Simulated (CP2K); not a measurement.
2-borylimidazole has these distinct C atoms: C2 (bonded to B and 2 N), C4 (bonded to C, N and H) and C5 (bonded to C, N and H).

```xyz
11

B     2.0966   -0.1136    0.1257
C     0.5904   -0.2164    0.0192
N    -0.1658   -1.3337   -0.1216
C    -1.4583   -0.9262   -0.1699
C    -1.5437    0.4636   -0.0596
N    -0.2607    0.8911    0.0563
H     2.5995    0.9697    0.2448
H     2.7665   -1.1004    0.0914
H    -2.2789   -1.6290   -0.2818
H    -2.3908    1.1405   -0.0560
H     0.0451    1.8545    0.1515
```

Their partial C K spectra (CP2K XAS_TDP, all-electron GAPW, PBEh(45%), aug-cc-pVDZ, TDA, GW2X-corrected core level, no relativity) are given in random order, each times the number of alike atoms.

Gaussian full width 0.5 eV, oscillator strength per eV, alike atoms added, rows of zeros left out:

```csv
E (eV),curve 1,curve 2,curve 3
286.50,0.000,0.000,0.002
286.75,0.000,0.000,0.017
287.00,0.000,0.003,0.033
287.25,0.000,0.034,0.016
287.50,0.003,0.084,0.002
287.75,0.030,0.052,0.000
288.00,0.067,0.008,0.000
288.25,0.043,0.000,0.000
288.50,0.033,0.000,0.000
288.75,0.034,0.000,0.001
289.00,0.010,0.000,0.014
289.25,0.001,0.000,0.063
289.50,0.000,0.000,0.071
289.75,0.000,0.000,0.020
290.00,0.001,0.007,0.001
290.25,0.005,0.027,0.001
290.50,0.013,0.036,0.002
290.75,0.010,0.015,0.002
291.00,0.007,0.002,0.001
291.25,0.005,0.002,0.002
291.50,0.004,0.005,0.003
291.75,0.007,0.004,0.009
292.00,0.009,0.006,0.027
292.25,0.006,0.009,0.029
292.50,0.003,0.009,0.024
292.75,0.004,0.011,0.022
293.00,0.020,0.010,0.011
293.25,0.027,0.012,0.007
293.50,0.014,0.014,0.012
293.75,0.013,0.024,0.025
294.00,0.016,0.031,0.026
294.25,0.013,0.015,0.017
294.50,0.022,0.010,0.011
294.75,0.034,0.013,0.011
295.00,0.019,0.026,0.009
295.25,0.009,0.027,0.007
295.50,0.013,0.014,0.006
295.75,0.010,0.012,0.009
296.00,0.005,0.012,0.007
296.25,0.002,0.007,0.010
```

**Question.** Which curve belongs to which atom?

Curve 1: C4 (bonded to C, N and H), leading line at 288.02 eV (f = 0.035 an atom), ionisation energy 292.37 eV, term value 4.35 eV. Curve 2: C5 (bonded to C, N and H), leading line at 287.54 eV (f = 0.045 an atom), ionisation energy 292.93 eV, term value 5.39 eV. Curve 3: C2 (bonded to B and 2 N), leading line at 287.00 eV (f = 0.018 an atom), ionisation energy 292.44 eV, term value 5.44 eV. The leading line of an atom is its first one with 35 % of the strongest within 2.5 eV of its lowest line over the strength cut. A line lies at the core ionisation energy, which rises as an atom loses charge to its neighbours or to a π system, less the term value, which is large for a low π* or σ* orbital with weight on that atom.

[Banner, clock and machine lines of the logs are left out without a mark of their own.]

[Logs are printed without paths, hosts, clocks, repeated set-up lines and the standing remarks that a program may print on its own settings, such as how far it seeks lower states.]

[Hosts, paths, dates, database ids (printed as entryN), source tags and the programs' standing remarks are cut or masked in the printed files.]
